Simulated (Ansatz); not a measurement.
**TiTeS monolayer, Janus: modes against uniaxial strain along a, the zigzag direction, with the width clamped**

Wanted: the shifts of the zone-centre modes of TiTeS monolayer, Janus with strain.

Calculated with Ansatz 0.2.0; DFT PBEsol, scalar-relativistic, plane waves, PAW; PAW set soft_1.

### 1. Set-up

The cell holds 3 atoms: 1 Ti, 1 S and 1 Te. Its edges and angles: a = 3.500 Å, b = 3.500 Å, c = 30.000 Å, α = 90.0°, β = 90.0°, γ = 120.0°. Vacuum lies along c. The height across the vacuum is the one that the program set for its solve, not the one typed.

### 2. A rough relaxation first

The start is far from rest, so a relaxation with loose tolerances brings it close first. The program lengthens the typed cell of 20.0 Å along the normal to 30.0 Å, as its cut-off of the electrostatics needs, and moves no atom.

input.yaml reads:

```yaml
crystal:
  lattice:
    - [3.5, 0.0, 0.0]
    - [-1.75, 3.03109, 0.0]
    - [0.0, 0.0, 20.0]
  atoms:
    - { symbol: Ti, position: [0.0, 0.0, 0.5] }
    - { symbol: S, position: [0.333333, 0.666667, 0.575] }
    - { symbol: Te, position: [0.666667, 0.333333, 0.42] }
  periodic: [true, true, false]
kpoints:
  mp_grid: { grid: [6, 6, 1] }
hamiltonian:
  xc: pbesol
  pseudopotentials: { kind: paw, azcp: { folder: soft_1 }, xc_functional: pbe }
scf:
  occupations: { method: gaussian, width: 0.1 }
output:
  forces: true
  stress: true
  eigenvalues: true
relax:
  adjacent_minimum: "off"
  f_tol: 0.05
  max_steps: 80
  cell: { stress_2d_tol: 0.02 }
```

On the command line:

```sh
> ansatz run input.yaml --threads 4 --pin off --max-ram 16384MiB --backend cpu --events-out ev --progress --plain --runs-dir out
```

Numbers of over 12 decimals in the logs are rounded to 6 here.

The program printed:

```text
[...]
F+E_penalty+E_count = -10263.48836799 eV   max|allowed force component| = 7.083e-5 eV/Å   (the final SCF, on the basis selected at the relaxed cell)
  cell:  # Å, volume = 324.4559 Å³
    - [3.533881, 0.0, 0]
    - [-1.766940, 3.060431, 0]
    - [0, 0, 30.0]
  atoms:
    - { symbol: Ti, position: [6.885875289440056e-18, 0, 0.339600] }
    - { symbol: S, position: [0.333333, 0.666667, 0.380260] }
    - { symbol: Te, position: [0.666667, 0.333333, 0.276807] }
[key lines of the parts left out:]
SCF converged after 8 iterations
Free energy (F): -10263.488368 eV
Fermi energy:    -4.937167 eV
P = ½ c Tr σ = -0.0023 N/m
```

Run time: 17 s. Hardware: 4 threads of Arm Neoverse V1, shared host; peak memory 0.59 GiB.

Relaxation path:

```csv
step,energy less that of the first step (eV),largest force component (eV/Å),volume (Å³)
1,0.0000,4.3289,318.26
2,-0.5873,0.6370,321.37
3,-0.6199,0.2255,326.11
4,-0.6232,0.0162,324.97
5,-0.6233,0.0037,324.60
6,-0.6233,0.0000,324.46
7*,-0.6236,0.0001,324.46
```

Relaxation steps marked * repeat the geometry before them on a plane-wave basis chosen anew for their cell, so energy and pressure can jump there.

The run keeps the 6 symmetry operations that it works with, so distortions that break them were not tested.

```csv
cell as run,before,after,change
a (Å),3.500,3.534,+1.0 %
b (Å),3.500,3.534,+1.0 %
```

The atoms that moved most (Å, along periodic axes as changes of fractional coordinates times the final cell, across vacuum about the mean position):

```csv
atom,dx,dy,dz,length
Ti1,0.000,0.000,0.188,0.188
Te3,0.000,0.000,-0.096,0.096
S2,0.000,0.000,-0.092,0.092
```

Final coordinates:

```cif
data_structure
_symmetry_space_group_name_H-M 'P 1'
_symmetry_Int_Tables_number 1
_cell_length_a 3.5339
_cell_length_b 3.5339
_cell_length_c 30.0000
_cell_angle_alpha 90.000
_cell_angle_beta 90.000
_cell_angle_gamma 120.000
_cell_volume 324.46
loop_
_atom_site_label
_atom_site_type_symbol
_atom_site_fract_x
_atom_site_fract_y
_atom_site_fract_z
_atom_site_occupancy
Ti1 Ti 0.00000 0.00000 0.33960 1
S2 S 0.33333 0.66667 0.38026 1
Te3 Te 0.66667 0.33333 0.27681 1
```

Numbers from this step:

* gap on the k-mesh: 0 eV
* area per atom: 3.605 Å²

The relaxation ends with a largest force component of 7.1e-5 eV/Å.

### 3. Relaxation

The cell and atoms are relaxed, since residual forces and stress would shift the frequencies.

input.yaml, the sections that differ from step 2:

```yaml
crystal:
  lattice:
    - [3.5338809099, 0.0, 0.0]
    - [-1.766940455, 3.060430642, 0.0]
    - [0.0, 0.0, 30.0]
  atoms:
    - { symbol: Ti, position: [0.0, 0.0, 0.3395998532] }
    - { symbol: S, position: [0.3333333333, 0.6666666667, 0.38025988] }
    - { symbol: Te, position: [0.6666666667, 0.3333333333, 0.2768069335] }
  periodic: [true, true, false]
kpoints:
  mp_grid: { grid: [15, 15, 1] }
relax:
  adjacent_minimum: "off"
  f_tol: 0.005
  max_steps: 80
  cell: { stress_2d_tol: 0.02 }
# hamiltonian, scf, output: as in step 2
```

The program printed:

```text
[...]
Crystal: 3 atoms, lattice volume = 324.456 Å³
Basis set: ecut = 420 eV, 6299 PW (Γ), exchange–correlation on 48×48×432 points (8 copies of the dense FFT grid, shifted against one another)
Bands: 21, of which v1, the nominal top of the filled ones, is band 17 counted from 1 (16 counted from 0)
Symmetry: 6 space group operations
[...]
k-points: 27 of 225 (time reversal used)
[...]
--- Relaxed structure (4 steps of the walk, 4 accepted, 1 SCFs on fresh bases) ---
[...]
cell:  # Å, volume = 321.9045 Å³
    - [3.519959, 2.875381627424266e-11, 0]
    - [-1.759980, 3.048374, 0]
    - [0, 0, 30.0]
  atoms:
    - { symbol: Ti, position: [0, 0, 0.339575] }
    - { symbol: S, position: [0.333333, 0.666667, 0.380630] }
    - { symbol: Te, position: [0.666667, 0.333333, 0.276462] }
[key lines of the parts left out:]
SCF converged after 8 iterations
Free energy (F): -10263.500854 eV
Fermi energy:    -4.884548 eV
P = ½ c Tr σ = -0.0017 N/m
```

Wall time 34 s (4 threads); peak memory 0.7 GiB.

The steps of the relaxation:

```csv
step,energy less that of the first step (eV),largest force component (eV/Å),volume (Å³)
1,0.0000,0.0414,324.46
2,-0.0006,0.0714,322.61
3,-0.0009,0.0163,322.35
4,-0.0010,0.0012,321.90
5*,-0.0009,0.0012,321.90
```

Relaxation steps marked * repeat the geometry before them on a plane-wave basis chosen anew for their cell, so energy and pressure can jump there.

Forces are held to the 6 operations that the run works with; a distortion that breaks them can't arise in this run.

```csv
cell as run,before,after,change
a (Å),3.534,3.520,-0.4 %
b (Å),3.534,3.520,-0.4 %
```

The atoms that moved most (Å, along periodic axes as changes of fractional coordinates times the final cell, across vacuum about the mean position):

```csv
atom,dx,dy,dz,length
S2,0.000,0.000,0.011,0.011
Te3,0.000,0.000,-0.010,0.010
```

Final coordinates:

```
Ti S Te
1.0
     3.51996    0.00000    0.00000
    -1.75998    3.04837    0.00000
     0.00000    0.00000   30.00000
Ti S Te
1 1 1
Direct
  0.00000 0.00000 0.33957
  0.33333 0.66667 0.38063
  0.66667 0.33333 0.27646
```

This step gave:

```
area per atom : 3.577 Å²
```

The relaxation ends with a largest force component of 0.0012 eV/Å.

### 4. Tight relaxation

Phonons need small forces and stress, so the relaxation is finished with tight tolerances on 15×15×1 k points.

input.yaml reads:

```yaml
crystal:
  lattice:
    - [3.5199590756, 0.0, 0.0]
    - [-1.7599795378, 3.0483739797, 0.0]
    - [0.0, 0.0, 30.0]
  atoms:
    - { symbol: Ti, position: [0.0, 0.0, 0.3395746393] }
    - { symbol: S, position: [0.3333333333, 0.6666666667, 0.3806300945] }
    - { symbol: Te, position: [0.6666666667, 0.3333333333, 0.276461933] }
  periodic: [true, true, false]
kpoints:
  mp_grid: { grid: [15, 15, 1] }
hamiltonian:
  xc: pbesol
  pseudopotentials: { kind: paw, azcp: { folder: soft_1 }, xc_functional: pbe }
scf:
  occupations: { method: methfessel_paxton, width: 0.2 }
output:
  forces: true
  stress: true
  eigenvalues: true
  write_density: true
  write_potential: true
  elf: true
  volumetric_format: npy
relax:
  adjacent_minimum: "off"
  f_tol: 0.001
  max_steps: 60
  cell: { stress_2d_tol: 0.002 }
```

The program printed:

```text
[...]
Crystal: 3 atoms, lattice volume = 321.905 Å³
Basis set: ecut = 420 eV, 6239 PW (Γ), exchange–correlation on 48×48×432 points (8 copies of the dense FFT grid, shifted against one another)
Bands: 21, of which v1, the nominal top of the filled ones, is band 17 counted from 1 (16 counted from 0)
Symmetry: 6 space group operations
[...]
k-points: 27 of 225 (time reversal used)
[...]
k-point 26: bands = [... 13 lower, -9.2433, -8.1638, -7.5480, -7.2390, -3.9858, -3.8662, -3.7990, -2.4618]
--- Relaxed structure (4 steps of the walk, 3 accepted, 1 SCFs on fresh bases) ---
[...]
cell:  # Å, volume = 322.0247 Å³
    - [3.520616, 0.0, 0]
    - [-1.760308, 3.048943, 0]
    - [0, 0, 30.0]
  atoms:
    - { symbol: Ti, position: [0, 0, 0.339560] }
    - { symbol: S, position: [0.333333, 0.666667, 0.380607] }
    - { symbol: Te, position: [0.666667, 0.333333, 0.276499] }
[key lines of the parts left out:]
SCF converged after 8 iterations
Free energy (F): -10263.496690 eV
Fermi energy:    -4.875622 eV
P = ½ c Tr σ = -0.0001 N/m
```

The job ended after 33 s (4 threads; peak memory 0.7 GiB).

Little changed from the start: no atom moved by 0.005 Å and no cell edge by 0.1 %.

This step gave:

```yaml
area_per_atom: 3.578 Å²
```

ELF in the ac plane at fractional y = 0.333, with atoms of Te within 0.2 Å of it. It is the smooth field of the valence electrons, not physical close to the nuclei.

Values, 24 rows by 14 columns, each cell a mean:
```
0.00 0.00 0.00 0.00 0.00 0.00 0.00 0.00 0.00 0.00 0.00 0.00 0.00 0.00
0.00 0.00 0.00 0.00 0.00 0.00 0.00 0.00 0.00 0.00 0.00 0.00 0.00 0.00
0.00 0.00 0.00 0.00 0.00 0.00 0.00 0.00 0.00 0.00 0.00 0.00 0.00 0.00
0.00 0.00 0.00 0.00 0.00 0.00 0.00 0.00 0.00 0.00 0.00 0.00 0.00 0.00
0.00 0.00 0.00 0.00 0.00 0.00 0.00 0.00 0.00 0.00 0.00 0.00 0.00 0.00
0.00 0.00 0.00 0.00 0.00 0.00 0.00 0.00 0.00 0.00 0.00 0.00 0.00 0.00
0.00 0.00 0.00 0.00 0.00 0.00 0.00 0.00 0.00 0.00 0.00 0.00 0.00 0.00
0.00 0.00 0.00 0.00 0.00 0.00 0.00 0.00 0.00 0.00 0.00 0.00 0.00 0.00
0.00 0.00 0.00 0.00 0.00 0.00 0.00 0.00 0.00 0.00 0.00 0.00 0.00 0.00
0.00 0.00 0.00 0.00 0.00 0.00 0.00 0.00 0.00 0.00 0.00 0.00 0.00 0.00
0.00 0.00 0.00 0.00 0.00 0.00 0.00 0.00 0.00 0.00 0.00 0.00 0.00 0.00
0.00 0.00 0.00 0.00 0.00 0.00 0.00 0.00 0.00 0.00 0.00 0.00 0.00 0.00
0.00 0.01 0.01 0.01 0.00 0.00 0.00 0.00 0.00 0.00 0.00 0.00 0.00 0.00
0.19 0.26 0.30 0.29 0.22 0.13 0.06 0.01 0.01 0.00 0.00 0.01 0.03 0.09
0.68 0.77 0.80 0.79 0.72 0.58 0.36 0.13 0.05 0.03 0.03 0.09 0.24 0.47
0.28 0.30 0.31 0.31 0.29 0.26 0.22 0.18 0.16 0.16 0.16 0.17 0.20 0.24
0.40 0.27 0.19 0.22 0.35 0.46 0.51 0.49 0.44 0.41 0.42 0.47 0.51 0.50
0.56 0.39 0.23 0.29 0.51 0.57 0.50 0.32 0.19 0.15 0.16 0.26 0.43 0.55
0.32 0.12 0.05 0.07 0.23 0.47 0.65 0.74 0.76 0.77 0.76 0.75 0.70 0.58
0.02 0.01 0.00 0.00 0.01 0.04 0.10 0.18 0.23 0.25 0.24 0.20 0.14 0.07
0.00 0.00 0.00 0.00 0.00 0.00 0.00 0.00 0.00 0.01 0.00 0.00 0.00 0.00
0.00 0.00 0.00 0.00 0.00 0.00 0.00 0.00 0.00 0.00 0.00 0.00 0.00 0.00
0.00 0.00 0.00 0.00 0.00 0.00 0.00 0.00 0.00 0.00 0.00 0.00 0.00 0.00
0.00 0.00 0.00 0.00 0.00 0.00 0.00 0.00 0.00 0.00 0.00 0.00 0.00 0.00
```
Columns run along a (3.5 Å), rows up along c (30.0 Å). Atoms in or near the plane, at fractional coordinates: Te at (0.67, 0.28).

Electrostatic potential energy in the ac plane at fractional y = 0.333, with atoms of Te within 0.2 Å of it. With pseudopotentials it is smooth inside the atoms' cores, unlike the true potential.

Ten even steps from '_' (-14 eV) to '@' (0 eV), each cell a mean:
```
@@@@@@@@@@@@@@@@@@@@@@@@@@@@
@@@@@@@@@@@@@@@@@@@@@@@@@@@@
@@@@@@@@@@@@@@@@@@@@@@@@@@@@
@@@@@@@@@@@@@@@@@@@@@@@@@@@@
@@@@@@@@@@@@@@@@@@@@@@@@@@@@
@@@@@@@@@@@@@@@@@@@@@@@@@@@@
@@@@@@@@@@@@@@@@@@@@@@@@@@@@
@@@@@@@@@@@@@@@@@@@@@@@@@@@@
@@@@@@@@@@@@@@@@@@@@@@@@@@@@
@@@@@@@@@@@@@@@@@@@@@@@@@@@@
@@@@@@@@@@@@@@@@@@@@@@@@@@@@
@@@@@@@@@@@@@@@@@@@@@@@@@@@@
@@@@@@@@@@@@@@@@@@@@@@@@@@@@
@@@@@@@@@@@@@@@@@@@@@@@@@@@@
**++++++**##%%@@@@@@@@@@%%%%
==::....--++**##%%%%%%####++
++++++++++==--::::::::::::--
==######++::____--++++..____
%%@@@@@@@@%%%%##********##%%
@@@@@@@@@@@@@@@@@@@@@@@@@@@@
@@@@@@@@@@@@@@@@@@@@@@@@@@@@
@@@@@@@@@@@@@@@@@@@@@@@@@@@@
@@@@@@@@@@@@@@@@@@@@@@@@@@@@
@@@@@@@@@@@@@@@@@@@@@@@@@@@@
```
Columns run along a (3.5 Å; values clipped at the 3rd and 97th percentile), rows up along c (30.0 Å). Atoms in or near the plane, at fractional coordinates: Te at (0.67, 0.28).

Valence density in the ac plane at fractional y = 0.333, with atoms of Te within 0.2 Å of it. It is the smooth field of the valence electrons, not physical close to the nuclei.

Values in e/Å³, 24 rows by 14 columns, each cell a mean:
```
 0  0  0  0  0  0  0  0  0  0  0  0  0  0
 0  0  0  0  0  0  0  0  0  0  0  0  0  0
 0  0  0  0  0  0  0  0  0  0  0  0  0  0
 0  0  0  0  0  0  0  0  0  0  0  0  0  0
 0  0  0  0  0  0  0  0  0  0  0  0  0  0
 0  0  0  0  0  0  0  0  0  0  0  0  0  0
 0  0  0  0  0  0  0  0  0  0  0  0  0  0
 0  0  0  0  0  0  0  0  0  0  0  0  0  0
 0  0  0  0  0  0  0  0  0  0  0  0  0  0
 0  0  0  0  0  0  0  0  0  0  0  0  0  0
 0  0  0  0  0  0  0  0  0  0  0  0  0  0
 0  0  0  0  0  0  0  0  0  0  0  0  0  0
 0  0  0  0  0  0  0  0  0  0  0  0  0  0
 0  0  0  0  0  0  0  0  0  0  0  0  0  0
 0  0  0  0  0  0  0  0  0  0  0  0  0  0
 0  0  0  0  0  0  0  0  0  0  0  0  0  0
 0  0  0  0  0  0  0  1  1  2  2  1  1  0
 0  0  0  0  0  0  1  3  7 10  9  4  2  1
 0  0  0  0  0  0  0  0  0  0  0  0  0  0
 0  0  0  0  0  0  0  0  0  0  0  0  0  0
 0  0  0  0  0  0  0  0  0  0  0  0  0  0
 0  0  0  0  0  0  0  0  0  0  0  0  0  0
 0  0  0  0  0  0  0  0  0  0  0  0  0  0
 0  0  0  0  0  0  0  0  0  0  0  0  0  0
```
Columns run along a (3.5 Å), rows up along c (30.0 Å). Atoms in or near the plane, at fractional coordinates: Te at (0.67, 0.28).

The largest force component left is 0.10 meV/Å, within the tolerances set.

### 5. Zone-centre response at rest

The force constants come from the linear response of the density to a displacement.

The modes at rest are the reference of the series.

input.yaml, the sections that differ from step 4:

```yaml
crystal:
  lattice:
    - [3.5206158462, 0.0, 0.0]
    - [-1.7603079231, 3.0489427598, 0.0]
    - [0.0, 0.0, 30.0]
  atoms:
    - { symbol: Ti, position: [0.0, 0.0, 0.3395603608] }
    - { symbol: S, position: [0.3333333333, 0.6666666667, 0.3806069914] }
    - { symbol: Te, position: [0.6666666667, 0.3333333333, 0.2764993147] }
  periodic: [true, true, false]
output:
  eigenvalues: true
phonons:
  method: dfpt
# kpoints, hamiltonian, scf: as in step 4
# relax: removed
```

The program printed:

```text
[...]
Crystal: 3 atoms, lattice volume = 322.025 Å³
Basis set: ecut = 420 eV, 6239 PW (Γ), exchange–correlation on 48×48×432 points (8 copies of the dense FFT grid, shifted against one another)
Bands: 21, of which v1, the nominal top of the filled ones, is band 17 counted from 1 (16 counted from 0)
Symmetry: 6 space group operations
k-points: 64 of 225 (irreducible under 2 space group operations, time reversal used)
[...]
SCF iter   1: F=—  HF=-10264.170167 eV  |F-HF|=—  |Δ(HF+E_count)|=         —  Δρ=1.92e-2  dr2=3.24e0  ethr=3.10e-3  ⟨swp⟩=15.1  Hψ=11600  notcnv=0
[...]
SCF iter  13: F=-10263.496690 eV  HF=-10263.496690 eV  |F-HF|=2.91e-11  |Δ(HF+E_count)|=  8.15e-10  S|Δr|=    0.00e0  Δρ=1.75e-8  dr2=2.77e-12  ethr=1.00e-12  ⟨swp⟩=14.7  Hψ=10658  notcnv=0
SCF 1 converged in 13 iterations: F = -10263.496690 eV  dr2 = 2.77e-12
[...]
DFPT response loops at Γ: preconditioner auto → none (partly filled bands, converged f_vac=0.762); β = 0.50; Broyden in place of MSR1
SCF converged after 13 iterations
[...]
Free energy (F): -10263.496690 eV
[...]
Internal energy: -10263.498750 eV  (E = F + TS)
E sigma→0 (E₀):  -10263.497205 eV
Entropy (-TS):   0.002060 eV (0.687 meV/atom)
Fermi energy:    -4.875621 eV
[...]
--- Band table (eV; the first three rows and the last of 64) ---
  k-point 0: bands = [... 13 lower, -7.9545, -7.1194, -4.6356, -4.6356, -3.8520, -3.7928, -3.7928, -1.2593]
  k-point 1: bands = [... 13 lower, -7.9453, -6.9788, -4.8879, -4.7777, -4.1898, -3.6792, -3.5212, -1.5917]
  k-point 2: bands = [... 13 lower, -7.9234, -6.7625, -5.6634, -5.0484, -4.3759, -3.5048, -3.4282, -2.1053]
  k-point 63: bands = [... 13 lower, -8.3374, -8.1728, -7.1397, -6.8179, -4.4740, -3.7369, -3.5058, -2.4662]
--- Phonons (Γ-DFPT): 6 representative perturbations + reference, on 64 of 225 k-points (Σ response iterations 31) ---
  k mesh reduced under 2 symmetry operations, with k and −k counted as one. Each operation leaves every solved perturbation unchanged. A smaller set is not used because it would not reduce the number of displacements times k-points to solve
  ASR residual: 5.863e-5 → 0.000e0 eV/Å²; symmetrization residual: 2.982e-5 eV/Å²
  ASR residual per site (eV/Å²): 5.25e-5 2.76e-5 5.86e-5
  Γ frequencies (cm⁻¹): 0.00 0.00 0.00 120.36 120.36 205.01 265.04 265.04 367.94
  non-analytic LO–TO correction: not included (Born effective charges unavailable; polar crystals: no LO–TO splitting at Γ)
```

Run time: 1.8 min. Hardware: 4 threads; peak memory 1.8 GiB.

In the SCF lines HF is the Harris–Foulkes energy and dr2 the Hartree energy of the density residual, in eV; the loop may stop once dr2 is under the threshold and the program's other checks hold. Hψ counts applications of the Hamiltonian.

This step gave:

```yaml
sum_rule_residual_before_enforcement: 5.86e-5 eV/Å²
point_group: 3m
highest_optical_mode_at_the_zone_centre_no_lo_to_term: 367.9 cm⁻¹
lowest_optical_zone_centre_mode: 120.4 cm⁻¹
```

Patterns of degenerate modes are one choice out of their space. Modes at Γ, with each element's share of the kinetic energy:

```csv
mode,frequency (cm⁻¹),symmetry,Ti %,S %,Te %
1,0.0,acoustic,23,15,61
2,0.0,acoustic,23,15,61
3,0.0,acoustic,23,15,61
4,120.4,E,39,23,38
5,120.4,E,39,23,38
6,205.0,A1,18,46,36
7,265.0,E,38,62,0
8,265.0,E,38,62,0
9,367.9,A1,59,38,3
```

Displacements in mode 4 (120.4 cm⁻¹), the largest set to 1:
```
Ti1 -0.14  1.00  0.00
S2  -0.13  0.93  0.00
Te3  0.08 -0.61  0.00
```

Displacements in mode 9 (367.9 cm⁻¹), the largest set to 1:
```
Ti1  0.00  0.00  1.00
S2   0.00  0.00 -0.98
Te3  0.00  0.00 -0.13
```

Before it was imposed, the acoustic sum rule was missed by 5.9e-5 eV/Å². Small misses are needed for a sound result but don't prove that mesh and cutoff are converged. The lowest optical mode is real, 120 cm⁻¹.

### 6. Relaxation of a member: uniaxial strain of +5 % along a, the zigzag direction, with the width clamped

The cell takes a uniaxial strain of +5 % along a, the zigzag direction, with the width clamped. The cell is held, and the atoms relax in it.

input.yaml, the sections that differ from step 5:

```yaml
crystal:
  lattice:
    - [3.6966466386, 0.0, 0.0]
    - [-1.8483233193, 3.0489427598, 0.0]
    - [0.0, 0.0, 30.0]
  atoms:
    - { symbol: Ti, position: [-0.0013988866, -0.0027977733, 0.339814104] }
    - { symbol: S, position: [0.3372427165, 0.6744854329, 0.3793032529] }
    - { symbol: Te, position: [0.6641561701, 0.3283123403, 0.27754931] }
  periodic: [true, true, false]
output:
  forces: true
  stress: true
  eigenvalues: true
relax:
  adjacent_minimum: "off"
  f_tol: 0.001
  max_steps: 60
# kpoints, hamiltonian, scf: as in step 5
# phonons: removed
```

The program printed:

```text
[...]
--- Relaxed structure (6 steps of the walk, 6 accepted, 0 SCFs on fresh bases) ---
  F+E_penalty+E_count = -10263.45088090 eV   max|allowed force component| = 5.376e-5 eV/Å
  cell:  # Å, volume = 338.1259 Å³
    - [3.6966466386, 0.0, 0.0]
    - [-1.8483233193, 3.0489427598, 0.0]
    - [0.0, 0.0, 30.0]
  atoms:
    - { symbol: Ti, position: [-0.00176738, -0.00353475, 0.339883] }
    - { symbol: S, position: [0.338151, 0.676303, 0.378988] }
    - { symbol: Te, position: [0.663616, 0.327232, 0.277796] }
[key lines of the parts left out:]
SCF converged after 6 iterations
Free energy (F): -10263.450881 eV
Fermi energy:    -4.888021 eV
P = ½ c Tr σ = -1.6951 N/m
```

Wall time 78 s (4 threads); peak memory 0.88 GiB; 5.1 min of CPU time.

Relaxation path:

```csv
step,energy less that of the first step (eV),largest force component (eV/Å)
1,0.0000,0.0892
2,-0.0003,0.0878
3,-0.0008,0.0160
4,-0.0008,0.0066
5,-0.0008,0.0020
6,-0.0008,0.0001
```

The run keeps the 2 symmetry operations that it works with, so distortions that break them were not tested.

The atoms that moved most (Å):

```csv
atom,dx,dy,dz,length
S2,0.000,0.006,-0.009,0.011
Te3,0.000,-0.003,0.007,0.008
```

Final coordinates:

```cif
data_structure
_symmetry_space_group_name_H-M 'P 1'
_symmetry_Int_Tables_number 1
_cell_length_a 3.6966
_cell_length_b 3.5654
_cell_length_c 30.0000
_cell_angle_alpha 90.000
_cell_angle_beta 90.000
_cell_angle_gamma 121.225
_cell_volume 338.13
loop_
_atom_site_label
_atom_site_type_symbol
_atom_site_fract_x
_atom_site_fract_y
_atom_site_fract_z
_atom_site_occupancy
Ti1 Ti 0.99823 0.99647 0.33988 1
S2 S 0.33815 0.67630 0.37899 1
Te3 Te 0.66362 0.32723 0.27780 1
```

This step gave:

* area per atom: 3.757 Å²

The largest force component left is 0.054 meV/Å.

[end of part 1 of 2]

[Logs are printed without paths, hosts, clocks, repeated set-up lines and the standing remarks that a program may print on its own settings, such as how far it seeks lower states.]

[Hosts, paths, dates, database ids (printed as entryN), source tags and the programs' standing remarks are cut or masked in the printed files.]
